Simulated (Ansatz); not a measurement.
# Is TiInSi in the AlB2 type a stable metal?, part 3 of 3

Question: is the lattice of TiInSi in the AlB2 type stable, and if so, what are its coupling constant and resistivity?

Ansatz 0.2.0; DFT PBE, scalar-relativistic, plane waves, PAW; PAW set soft_1.

So far, lowest frequency on the path (cm⁻¹): step 5 (phonons by linear response: q 2×2×2, k 4×4×6) -101; step 6 (k-mesh 6×6×9, q mesh 3×3×3) -63.8. The relaxed cell has a = 4.733, c = 2.755 Å (conventional setting).

The structure was built from a prototype and need not be the compound's stable phase.

## (7) Electron–phonon run: q 3×3×3, k 6×6×9, scattering 8×8×12

Phonons, couplings and the Boltzmann equation in one run.

input.yaml

```yaml
crystal:
  lattice:
    - [4.7327126712, 0.0, 0.0]
    - [-2.3663563356, 4.098649402, 0.0]
    - [0.0, 0.0, 2.7549952998]
  atoms:
    - { symbol: Ti, position: [0.0, 0.0, 0.0] }
    - { symbol: Si, position: [0.3333333333, 0.6666666667, 0.5] }
    - { symbol: In, position: [0.6666666667, 0.3333333333, 0.5] }
kpoints:
  mp_grid: { grid: [6, 6, 9] }
hamiltonian:
  xc: pbe
  pseudopotentials: { kind: paw, azcp: { folder: soft_1 } }
scf:
  occupations: { method: methfessel_paxton, width: 0.2 }
output:
  eigenvalues: true
phonons:
  method: dfpt
  qmesh: [3, 3, 3]
  temperatures: { t_max: 1000, t_step: 50 }
  qpath:
    path:
      - [[0.0, 0.0, 0.0], [0.5, 0.0, 0.0], [0.33333333, 0.33333333, 0.0], [0.0, 0.0, 0.0], [0.0, 0.0, 0.5], [0.5, 0.0, 0.5], [0.33333333, 0.33333333, 0.5], [0.0, 0.0, 0.5]]
      - [[0.5, 0.0, 0.5], [0.5, 0.0, 0.0]]
      - [[0.33333333, 0.33333333, 0.5], [0.33333333, 0.33333333, 0.0]]
    npoints: 10
  electrical_resistivity:
    mesh: [8, 8, 12]
    temperatures: [20.0, 50.0, 77.0, 100.0, 150.0, 200.0, 300.0, 400.0, 600.0, 800.0]
```

On the command line:

```sh
$ ansatz run input.yaml --threads 4 --pin off --max-ram 12288MiB --backend cpu --events-out ev --progress --plain --runs-dir out
```

Output:

```text
[the first part of the log is left out]
  E_xc         = -316.522240
  E_vxc        = -284.064313  (∫ρ·V_xc dr)
  E_paw        = -5762.800160  (= ΣΔE_a)
  E_vpaw       = -452.389079  (= ΣTr[D̂ρ^β])
  E_aug_tail   = 0.000112  (compensation charges beyond the density's cutoff)
  E_ewald      = -2408.440257
  E_smearing   = -0.002278  (= −TS)
  E_closure    = 0.000000  (closes the sum)
  Σ components = -8733.097769   (vs F -8733.097769, Δ=0.00e0)
--- Band table (eV; the first three rows and the last of 35) ---
  k-point 0: bands = ["-44.4193", "-20.7489", "-20.7489", "-20.2862", "-2.8141", "-2.1267", "-2.1267", "-1.7805", "-1.7805", "1.2151", "8.8777", "8.8941", "8.8941", "11.3556", "12.5666", "12.5666", "14.8348", "14.8348", "15.5038"]
  k-point 1: bands = ["-44.4107", "-20.7410", "-20.7410", "-20.3543", "-2.6757", "-2.1169", "-2.1169", "-1.8534", "-1.8534", "1.4648", "9.1006", "9.1356", "9.1356", "11.6409", "12.4091", "12.4091", "15.0365", "15.0365", "15.5048"]
  k-point 2: bands = ["-44.3888", "-20.7209", "-20.7209", "-20.5245", "-2.3246", "-2.0927", "-2.0927", "-2.0312", "-2.0312", "2.2186", "9.7746", "9.8286", "9.8286", "11.8989", "12.0249", "12.0249", "14.4994", "15.2041", "15.2041"]
  k-point 34: bands = ["-44.3472", "-20.8348", "-20.6849", "-20.6843", "-2.3580", "-2.3544", "-2.0388", "-2.0128", "-1.6248", "6.2134", "7.7913", "9.0741", "10.2106", "10.3170", "13.1969", "13.2183", "13.8876", "14.0281", "14.2433"]
--- Phonons (Γ-DFPT): 6 representative perturbations + reference (Σ response iterations 25) ---
  ASR residual: 8.188e-5 → 0.000e0 eV/Å²; symmetrization residual: 7.397e-7 eV/Å²
  ASR residual per site (eV/Å²): 7.80e-6 2.51e-5 8.19e-5
  Γ frequencies (cm⁻¹): 0.00 0.00 0.00 92.03 141.41 141.41 146.01 204.41 204.41
--- Phonons (arbitrary-q DFPT): 6 irreducible q on the 3×3×3 mesh ---
  q = [0.0000, 0.0000, 0.0000] (star 1, of the zone-centre solve; hermiticity 2.48e-7, symmetrization 2.62e-12): -0.00 -0.00 0.00 92.03 141.41 141.41 146.01 204.41 204.41
  q = [0.0000, 0.0000, 0.3333] (star 2, 6 solved perturbations in 540 linear systems a pass and spin channel, the states on 117 of 324 k-point pairs; hermiticity 4.93e-8, symmetrization 2.05e-12): 83.90 83.90 123.81 165.04 165.04 189.98 219.57 242.23 242.23
  q = [0.0000, 0.3333, 0.0000] (star 6, 9 solved perturbations on 105 of 324 k-point pairs; hermiticity 2.37e-7, symmetrization 3.30e-9): -56.33 63.51 84.64 99.10 137.07 147.79 154.61 227.28 229.45
  q = [0.0000, 0.3333, 0.3333] (star 12, 9 solved perturbations on 189 of 324 k-point pairs; hermiticity 1.05e-7, symmetrization 1.20e-9): 57.72 66.63 108.06 135.60 155.88 205.87 218.62 241.02 246.39
  q = [0.3333, 0.3333, 0.0000] (star 2, 6 solved perturbations in 465 linear systems a pass and spin channel, the states on 105 of 324 k-point pairs; hermiticity 2.20e-5, symmetrization 2.46e-6): 8.66 71.64 79.42 102.27 140.63 147.99 180.53 226.40 234.48
  q = [0.3333, 0.3333, 0.3333] (star 4, 6 solved perturbations in 837 linear systems a pass and spin channel, the states on 189 of 324 k-point pairs; hermiticity 1.20e-6, symmetrization 5.21e-7): 40.79 61.36 111.64 128.22 183.72 214.48 214.93 248.83 254.01
  sum rule: each row above includes the acoustic sum rule's correction from the zone centre's row sums; it moved no ω² by more than (0.49 cm⁻¹)²
  mesh force constants: q→R imaginary residual 0.00e0; ASR residual 8.188e-5 → 0.000e0 eV/Å²; symmetrization residual 3.553e-15 eV/Å²
  interpolated dispersion: 93 rows × 9 modes
  density of states and harmonic sums: on the 15×15×24 q-mesh, interpolated from the force constants of a 3×3×3 supercell (no non-analytic term)
  largest difference from the sums on the solved wave vectors: F 6.31e-3 eV, S 8.56e-6 and C_V 3.18e-6 eV/K
  zero-point energy: 0.083205 eV/cell   skipped modes (ω ≤ 0): 121, of them read as no rigid motion or as one in doubt: 118 (3.589e-1 modes/cell left out, lowest -63.53 cm⁻¹)   left out of the sums: 3.99e-2 of the cell's modes: C_V's classical limit lies that fraction below 3 k_B per atom; for a crystal, a wire or a layer, F and S can be off by more, and a phonons.interpolated_qmesh denser along its periods is the remedy for the sampling
Error: electrical resistivity: the mode of lowest frequency at the wavevector [0.0000, -0.5000, 0.0000] is imaginary, -63.82 cm⁻¹ (written negative): the force constants describe an unstable lattice; relax the structure, enlarge phonons.supercell (under dfpt, kpoints.mp_grid), or, with a block electrical_resistivity or superconductivity, name a file of force constants under which the crystal is stable (phonons.electron_phonon_force_constants)
The harmonic force constants that this run solved are whole in <dir>
```

It took 2.7 min on 4 threads of Arm Neoverse V1, shared host; peak memory 0.84 GiB.

The run ended with an error.

The program's message: “electrical resistivity: the mode of lowest frequency at the wavevector [0.0000, -0.5000, 0.0000] is imaginary, -63.82 cm⁻¹ (written negative): the force constants describe an unstable lattice; relax t …”

The run stops because a mode is imaginary on the scattering mesh, where no scattering rate is defined; denser k meshes, other smearings and, between solved wavevectors, finer q meshes show whether the instability is real.

## (8) Outcome

```json
{
 "phonon run of the rows without a label of their own": "PBE, q 3×3×3, k 6×6×9",
 "softest mode on the q mesh": "-56.3 cm⁻¹ at q = (0, 0.333, 0)",
 "highest frequency, solved or plainly interpolated": "261 cm⁻¹"
}
```

**Reading.** The lattice is dynamically unstable at this level: a mode at q = (0, 0.333, 0) is imaginary, 56.3i cm⁻¹, so no harmonic coupling constant or resistivity is defined for this structure. These meshes are coarse, and single modes of a metal can move by tens of cm⁻¹ with the k mesh. The coarser mesh found an imaginary mode at another wavevector, which this mesh lacks. The phonon runs are not spin-polarised. The structure was built by hand as an ordered model, and its stability against other phases was not tested.

[Logs are printed without paths, hosts, clocks, repeated set-up lines and the standing remarks that a program may print on its own settings, such as how far it seeks lower states.]

[Hosts, paths, dates, database ids (printed as entryN), source tags and the programs' standing remarks are cut or masked in the printed files.]
